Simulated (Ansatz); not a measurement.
# O on W(110): change of the work function, part 4 of 5

Wanted: Δφ(θ) for O/W(110), starting from the hollow site.

Ansatz 0.2.0; plane-wave DFT, PBE-D3(BJ), Ansatz PAW (the session's first sound run).

So far, work function, upper face (eV): step 2 (the clean slab) 4.83; step 3 (37 atoms, coverage 0.111 ML, cell 3x3) 4.85; step 4 (17 atoms, coverage 0.25 ML, cell 2x2) 4.78; step 5 (18 atoms, coverage 0.5 ML, cell 2x2) 5.15.

**6. The covered slab, k-mesh 12×12×1, coverage 1 ML**

System of this step: W4O (O/W(110)). The cell holds 5 atoms: 4 W and 1 O. Cell: a = 2.737 Å, b = 2.737 Å, c = 26.354 Å, α = 90.0°, β = 90.0°, γ = 70.5°. Vacuum lies along c.

Another coverage, to see how the dipoles act on each other as their distance changes.

The input, input.yaml:

```yaml
crystal:
  lattice:
    - [2.2344574285, -1.58, 0.0]
    - [2.2344574285, 1.58, 0.0]
    - [0.0, 0.0, 26.3538566803]
  atoms:
    - { symbol: W, position: [0.0, 0.0, 0.3415059932] }
    - { symbol: W, position: [0.5, 0.5, 0.4262927269] }
    - { symbol: W, position: [0.0, 0.0, 0.5114464376] }
    - { symbol: W, position: [0.5, 0.5, 0.5939903406] }
    - { symbol: O, position: [0.84, 0.84, 0.6584940068] }
kpoints:
  mp_grid: { grid: [12, 12, 1] }
hamiltonian:
  xc: pbe
  dispersion: d3bj
scf:
  occupations: { method: fermi_dirac, width: 0.1 }
  convergence: { dr2_threshold: 1.0e-08 }
efield:
  axis: 3
  dipole_correction: true
  ramp_position: 0.97
  ramp_width: 0.06
relax:
  f_tol: 0.02
  max_steps: 60
  constraints: [{ sites: [0, 1] }]
output:
  bader: true
  write_potential: true
  write_density: true
  volumetric_format: npy
```

Started as:

```console
$ ansatz run input.yaml --threads 4 --pin off --max-ram 12288MiB --backend cpu --events-out ev --progress --plain --runs-dir out
```

Numbers of over 12 decimals in the logs are rounded to 6 here.

The program printed:

```text
[...]
Crystal: 5 atoms, lattice volume = 186.082 Å³
Basis set: ecut = 420 eV, 3699 PW (Γ), exchange–correlation on 40×40×360 points (8 copies of the dense FFT grid, shifted against one another)
Bands: 38, of which v1, the nominal top of the filled ones, is band 31 counted from 1 (30 counted from 0)
Symmetry: 2 space group operations
[...]
- { symbol: W, position: [0.524584, 0.524584, 0.596870] }
    - { symbol: O, position: [0.883685, 0.883685, 0.642647] }
--- Bader charges: 5 sites ---
  site symbol  charge [e]  shift [e]
     0      W     -0.0665     0.0000
     1      W      0.0664     0.0000
     2      W      0.0046     0.0000
     3      W      1.0203     0.0000
     4      O     -1.0249     0.0000
  estimated error of the sums over rays = 7.0e-4 e
[key lines of the parts left out:]
SCF converged after 7 iterations
Free energy (F): -42107.429049 eV
Fermi energy:    4.550133 eV
Dipole field:    D = -0.056152 V/Å  (p = -0.057744 e·Å, saw-weighted, corrected)
Work function:   Φ+ = 6.3617 eV   Φ− = 4.8819 eV
```

Wall time 59 s (4 threads of Arm Neoverse V1, shared host); peak memory 0.59 GiB.

The steps of the relaxation:

```tsv
step	energy less that of the first step (eV)	largest force component (eV/Å)
1	0.0000	6.5249
2	-1.6466	1.8665
3	-1.8165	0.6134
4	-1.8434	0.2168
5	-1.8458	0.0943
6	-1.8469	0.0094
```

The run keeps the 2 symmetry operations that it works with, so distortions that break them were not tested.

The atoms that moved most (Å):

```tsv
atom	dx	dy	dz	length
O5	0.195	0.000	-0.418	0.461
W4	0.110	0.000	0.076	0.134
W3	0.028	0.000	0.011	0.030
```

Final coordinates:

```xyz
5
Lattice="2.2345 -1.5800 0.0000 2.2345 1.5800 0.0000 0.0000 0.0000 26.3539" Properties=species:S:1:pos:R:3
W     0.0000    0.0000    9.0000
W     2.2345    0.0000   11.2345
W     0.0277    0.0000   13.4899
W     2.3443    0.0000   15.7298
O     3.9491    0.0000   16.9362
```

Running mean over 2.234 Å of the planar mean; the ramp of the sawtooth is left out. Electron's electrostatic potential energy less the Fermi level against z:

```tsv
z (Å)	electron's electrostatic potential energy less the Fermi level (eV)
4	4.88
5	4.87
6	4.74
7	3.26
8	-5.77
9	-12.2
10	-12.6
11	-12.7
12	-12.6
13	-12.6
14	-12.7
15	-13.0
16	-14.8
17	-6.16
18	3.10
19	6.26
20	6.36
21	6.36
22	6.36
23	6.36
```

The relaxation took 6 steps and lowered the energy by 1.8 eV; the largest force on the free atoms ends at 0.0094 eV/Å.

The covered face has 6.36 eV, +1.53 eV against the clean one; the bare back face has moved by -0.02 eV, a measure of how thin the slab is.

**7. Work function against coverage**

This step: plane-wave DFT, PBE-D3(BJ), Ansatz PAW; work function against coverage (Ansatz 0.2.0).

The runs are now put side by side.

This step gave:

| Quantity | Value |
| --- | --- |
| work function of the clean face | 4.827 eV |
| largest change of the work function | 1.535 eV |

Work function of the covered face against coverage:

```tsv
coverage (adsorbates/nm²)	work function of the covered face (eV)
0.00	4.83
1.57	4.85
3.54	4.78
7.08	5.15
14.16	6.36
```

The dipole per adsorbate comes from the change of the cell's dipole. Coverage, by row:

```tsv
coverage (1/nm²)	coverage (ML)	work function (eV)	change (eV)	dipole per adsorbate, positive end outwards (debye)	mean height of the added atoms over the highest substrate atom (Å)
1.573	0.1111	4.849	0.02188	-0.033	1.188
3.541	0.25	4.784	-0.04359	0.046	1.172
7.081	0.5	5.151	0.3241	-0.115	1.178
14.16	1	6.362	1.535	-0.291	1.206
```

**8. The 0.25 ML cell at another level of theory, cutoff 500 eV, functional r2SCAN**

This step: plane-wave DFT, r2SCAN, Ansatz PAW (Ansatz 0.2.0).

System of this step: W16O (O/W(110)). The cell holds 17 atoms: 16 W and 1 O. Cell: a = 5.473 Å, b = 5.473 Å, c = 26.354 Å, α = 90.0°, β = 90.0°, γ = 70.5°. Vacuum lies along c.

The geometry is kept and the functional is r2SCAN; other changes against the main runs: cutoff 420 → 500 and no dispersion term, which doesn't act on the electrons.

The input, input.yaml:

```yaml
crystal:
  lattice:
    - [4.468914857, -3.16, 0.0]
    - [4.468914857, 3.16, 0.0]
    - [0.0, 0.0, 26.3538566803]
  atoms:
    - { symbol: W, position: [0.0, 0.0, 0.3415059932] }
    - { symbol: W, position: [0.25, 0.25, 0.4262927269] }
    - { symbol: W, position: [0.0021246717, 0.0021246717, 0.5103569833] }
    - { symbol: W, position: [0.2447669198, 0.2447669198, 0.5949149065] }
    - { symbol: W, position: [0.0, 0.5, 0.3415059932] }
    - { symbol: W, position: [0.25, 0.75, 0.4262927269] }
    - { symbol: W, position: [0.0015236428, 0.4999947005, 0.5119157917] }
    - { symbol: W, position: [0.2519142701, 0.7536440173, 0.5963798547] }
    - { symbol: W, position: [0.5, 0.0, 0.3415059932] }
    - { symbol: W, position: [0.75, 0.25, 0.4262927269] }
    - { symbol: W, position: [0.4999947005, 0.0015236428, 0.5119157917] }
    - { symbol: W, position: [0.7536440173, 0.2519142701, 0.5963798547] }
    - { symbol: W, position: [0.5, 0.5, 0.3415059932] }
    - { symbol: W, position: [0.75, 0.75, 0.4262927269] }
    - { symbol: W, position: [0.5006892881, 0.5006892881, 0.5117501616] }
    - { symbol: W, position: [0.7630227437, 0.7630227437, 0.5920501424] }
    - { symbol: O, position: [0.4371828352, 0.4371828352, 0.6408500546] }
kpoints:
  mp_grid: { grid: [6, 6, 1] }
hamiltonian:
  xc: r2scan
scf:
  occupations: { method: fermi_dirac, width: 0.1 }
  convergence: { dr2_threshold: 1.0e-08 }
efield:
  axis: 3
  dipole_correction: true
  ramp_position: 0.97
  ramp_width: 0.06
output:
  write_potential: true
  write_density: true
  volumetric_format: npy
```

The program printed:

```text
[...]
Crystal: 17 atoms, lattice volume = 744.326 Å³
Basis set: ecut = 500 eV, 18875 PW (Γ), exchange–correlation on 160×160×800 points (64 copies of the dense FFT grid, shifted against one another)
Bands: 138, of which v1, the nominal top of the filled ones, is band 115 counted from 1 (114 counted from 0)
Symmetry: 2 space group operations
[...]
k-points: 13 of 36 (time reversal used)
[...]
SCF iter   1: F=—  HF=-166914.763707 eV  |F-HF|=—  |Δ(HF+E_count)|=         —  Δρ=9.06e-3  dr2=5.44e0  dr2_τ=8.95e-1  ethr=1.77e-3  p=0.012 e·Å  D=2.84e-3 V/Å  ΔV_dip=-0.07 eV  dr2_dipole=8.65e-3  V_vac-E_F(+/−)=5.09/5.17 eV  ⟨swp⟩=9.8  Hψ=9282  notcnv=0
[...]
SCF iter  11: F=-166914.806777 eV  HF=-166914.806777 eV  |F-HF|=2.10e-9  |Δ(HF+E_count)|=   3.09e-9  Δρ=2.71e-7  dr2=1.33e-9  dr2_τ=6.98e-11  ethr=4.35e-12  p=0.027 e·Å  D=6.62e-3 V/Å  ΔV_dip=-0.17 eV  dr2_dipole=5.57e-11  V_vac-E_F(+/−)=4.83/5.01 eV  ⟨swp⟩=8.8  Hψ=4440  notcnv=0
SCF 1 converged in 11 iterations: F = -166914.806777 eV  dr2 = 1.33e-9
[...]
SCF converged after 11 iterations
Free energy (F): -166914.806777 eV
[...]
Internal energy: -166914.450883 eV  (E = F + TS)
E sigma→0 (E₀):  -166914.628830 eV
Entropy (-TS):   -0.355894 eV (-20.935 meV/atom)
Fermi energy:    4.628836 eV
Dipole field:    D = 0.006611 V/Å  (p = 0.027195 e·Å, saw-weighted, corrected)
Work function:   Φ+ = 4.8322 eV   Φ− = 5.0065 eV
[...]
--- Band table (eV; the first three rows and the last of 13) ---
  k-point 0: bands = [... 111 lower, 5.1949, 5.2561, 5.3035, 5.3963, 5.4176, 5.4883, 5.8123, 5.9616, ... 19 higher]
  k-point 1: bands = [... 111 lower, 4.6282, 4.7166, 4.8133, 4.9306, 5.2308, 5.7405, 5.8296, 5.8971, ... 19 higher]
  k-point 2: bands = [... 111 lower, 3.7345, 4.0752, 4.4257, 4.6669, 4.8099, 4.9583, 5.2637, 5.4493, ... 19 higher]
  k-point 12: bands = [... 111 lower, 3.7259, 3.7437, 3.8673, 3.9731, 4.0654, 4.1726, 4.2456, 4.4170, ... 19 higher]
```

Wall time 2.3 min (4 threads); peak memory 4.4 GiB.

Numbers from this step:

- energy at zero smearing: -166914.6288 eV
- work function, upper face: 4.832 eV
- work function, lower face: 5.006 eV
- dipole along the normal: 0.02719 e·Å
- step between the vacuum levels: -0.1742 eV

The work function comes to 4.83 eV, +0.05 eV from the first level.

**9. The 0.25 ML cell at another level of theory, cutoff 420 eV, functional revpbe**

This step: plane-wave DFT, revPBE, Ansatz PAW (Ansatz 0.2.0).

The geometry is kept and the functional is revPBE; other changes against the main runs: no dispersion term, which doesn't act on the electrons.

Edit input.yaml of step 8 so:

```diff
@@ -26,3 +26,3 @@
 hamiltonian:
-  xc: r2scan
+  xc: revpbe
 scf:
```

The program printed:

```text
[...]
Crystal: 17 atoms, lattice volume = 744.326 Å³
Basis set: ecut = 420 eV, 14529 PW (Γ)
Bands: 138, of which v1, the nominal top of the filled ones, is band 115 counted from 1 (114 counted from 0)
Symmetry: 2 space group operations
[...]
k-points: 13 of 36 (time reversal used)
[...]
SCF iter   1: F=—  HF=-166861.815725 eV  |F-HF|=—  |Δ(HF+E_count)|=         —  Δρ=8.10e-3  dr2=5.41e0  ethr=1.77e-3  p=0.012 e·Å  D=2.84e-3 V/Å  ΔV_dip=-0.07 eV  dr2_dipole=1.55e-2  V_vac-E_F(+/−)=4.88/4.95 eV  ⟨swp⟩=9.4  Hψ=9090  notcnv=0
[...]
SCF iter  11: F=-166861.572919 eV  HF=-166861.572919 eV  |F-HF|=2.04e-10  |Δ(HF+E_count)|=   1.98e-9  Δρ=3.02e-7  dr2=1.33e-9  ethr=4.35e-12  p=0.024 e·Å  D=5.87e-3 V/Å  ΔV_dip=-0.15 eV  dr2_dipole=6.21e-11  V_vac-E_F(+/−)=4.65/4.81 eV  ⟨swp⟩=2.2  Hψ=3182  notcnv=0
SCF 1 converged in 11 iterations: F = -166861.572919 eV  dr2 = 1.33e-9
[...]
SCF converged after 11 iterations
Free energy (F): -166861.572919 eV
[...]
Internal energy: -166861.196563 eV  (E = F + TS)
E sigma→0 (E₀):  -166861.384741 eV
Entropy (-TS):   -0.376356 eV (-22.139 meV/atom)
Fermi energy:    4.824023 eV
Dipole field:    D = 0.005874 V/Å  (p = 0.024162 e·Å, saw-weighted, corrected)
Work function:   Φ+ = 4.6504 eV   Φ− = 4.8052 eV
[...]
--- Band table (eV; the first three rows and the last of 13) ---
  k-point 0: bands = [... 111 lower, 5.4369, 5.4423, 5.5434, 5.5807, 5.6008, 5.6663, 5.9289, 6.1243, ... 19 higher]
  k-point 1: bands = [... 111 lower, 4.8592, 4.9615, 5.0767, 5.1308, 5.3837, 5.8828, 5.9519, 6.0191, ... 19 higher]
  k-point 2: bands = [... 111 lower, 4.0041, 4.2953, 4.6221, 4.8630, 5.0106, 5.1248, 5.3740, 5.5718, ... 19 higher]
  k-point 12: bands = [... 111 lower, 3.9817, 4.0054, 4.1294, 4.2291, 4.3136, 4.4032, 4.4325, 4.5777, ... 19 higher]
```

Wall time 74 s (4 threads); peak memory 2.8 GiB; 4.8 min of CPU time.

This step gave:

```yaml
energy_at_zero_smearing: -166861.3847 eV
work_function_upper_face: 4.650 eV
work_function_lower_face: 4.805 eV
dipole_along_the_normal: 0.02416 e·Å
step_between_the_vacuum_levels: -0.1548 eV
```

The work function comes to 4.65 eV, -0.13 eV from the first level.

**10. The 0.25 ML cell at another level of theory, cutoff 420 eV, functional PBEsol**

This step: plane-wave DFT, PBEsol, Ansatz PAW (Ansatz 0.2.0).

The geometry is kept and the functional is PBEsol; other changes against the main runs: no dispersion term, which doesn't act on the electrons.

Edit input.yaml of step 9 so:

```diff
@@ -26,3 +26,3 @@
 hamiltonian:
-  xc: revpbe
+  xc: pbesol
 scf:
```

The program printed:

```text
[...]
Crystal: 17 atoms, lattice volume = 744.326 Å³
Basis set: ecut = 420 eV, 14529 PW (Γ)
Bands: 138, of which v1, the nominal top of the filled ones, is band 115 counted from 1 (114 counted from 0)
Symmetry: 2 space group operations
[...]
k-points: 13 of 36 (time reversal used)
[...]
k-point 0: bands = [... 111 lower, 5.2163, 5.2251, 5.3329, 5.3600, 5.3837, 5.4388, 5.6925, 5.9024, ... 19 higher]
  k-point 1: bands = [... 111 lower, 4.6380, 4.7453, 4.8667, 4.9078, 5.1514, 5.6482, 5.7158, 5.7816, ... 19 higher]
  k-point 2: bands = [... 111 lower, 3.7822, 4.0642, 4.3837, 4.6330, 4.7818, 4.8872, 5.1298, 5.3320, ... 19 higher]
  k-point 12: bands = [... 111 lower, 3.7535, 3.7772, 3.9039, 4.0016, 4.0862, 4.1702, 4.1958, 4.3353, ... 19 higher]
[key lines of the parts left out:]
SCF converged after 10 iterations
Free energy (F): -164655.187058 eV
Fermi energy:    4.592036 eV
Dipole field:    D = 0.005072 V/Å  (p = 0.020863 e·Å, saw-weighted, corrected)
Work function:   Φ+ = 4.8910 eV   Φ− = 5.0247 eV
```

It took 70 s on 4 threads; peak memory 2.8 GiB; 4.5 min of CPU time.

The work function comes to 4.89 eV, +0.11 eV from the first level.

**11. The 0.25 ML cell at another level of theory, cutoff 420 eV, functional RPBE**

This step: plane-wave DFT, RPBE, Ansatz PAW (Ansatz 0.2.0).

The geometry is kept and the functional is RPBE; other changes against the main runs: no dispersion term, which doesn't act on the electrons.

Edit input.yaml of step 10 so:

```diff
@@ -26,3 +26,3 @@
 hamiltonian:
-  xc: pbesol
+  xc: rpbe
 scf:
```

The program printed:

```text
[...]
Crystal: 17 atoms, lattice volume = 744.326 Å³
Basis set: ecut = 420 eV, 14529 PW (Γ)
Bands: 138, of which v1, the nominal top of the filled ones, is band 115 counted from 1 (114 counted from 0)
Symmetry: 2 space group operations
[...]
k-points: 13 of 36 (time reversal used)
[...]
k-point 0: bands = [... 111 lower, 5.4534, 5.4615, 5.5597, 5.5986, 5.6169, 5.6867, 5.9502, 6.1436, ... 19 higher]
  k-point 1: bands = [... 111 lower, 4.8773, 4.9787, 5.0925, 5.1490, 5.4039, 5.9028, 5.9736, 6.0408, ... 19 higher]
  k-point 2: bands = [... 111 lower, 4.0225, 4.3158, 4.6443, 4.8830, 5.0303, 5.1468, 5.3965, 5.5941, ... 19 higher]
  k-point 12: bands = [... 111 lower, 4.0015, 4.0254, 4.1491, 4.2493, 4.3337, 4.4240, 4.4542, 4.6005, ... 19 higher]
[key lines of the parts left out:]
SCF converged after 11 iterations
Free energy (F): -166920.885680 eV
Fermi energy:    4.844533 eV
Dipole field:    D = 0.005827 V/Å  (p = 0.023967 e·Å, saw-weighted, corrected)
Work function:   Φ+ = 4.6351 eV   Φ− = 4.7887 eV
```

Wall time 76 s (4 threads); peak memory 2.8 GiB.

The work function comes to 4.64 eV, -0.15 eV from the first level.

**12. Comparing the runs**

Times are for 4 threads of Arm Neoverse V1, shared host. The series side by side:

```tsv
no.	functional	work function, upper face (eV)	dipole along the normal (e·Å)	time	memory (GiB)
1	r2scan	4.832	0.02719	2.3 min	4.4
2	revpbe	4.650	0.02416	74 s	2.8
3	pbesol	4.891	0.02086	70 s	2.8
4	rpbe	4.635	0.02397	76 s	2.8
```

(Part 4 of 5 ends here.)

[Logs are printed without paths, hosts, clocks, repeated set-up lines and the standing remarks that a program may print on its own settings, such as how far it seeks lower states.]

[Hosts, paths, dates, database ids (printed as entryN), source tags and the programs' standing remarks are cut or masked in the printed files.]

[Maps of the electrostatic potential energy from Ansatz leave out the sawtooth potential of an applied field or a dipole correction, so their vacuum need not be flat; planar profiles and work functions include it.]
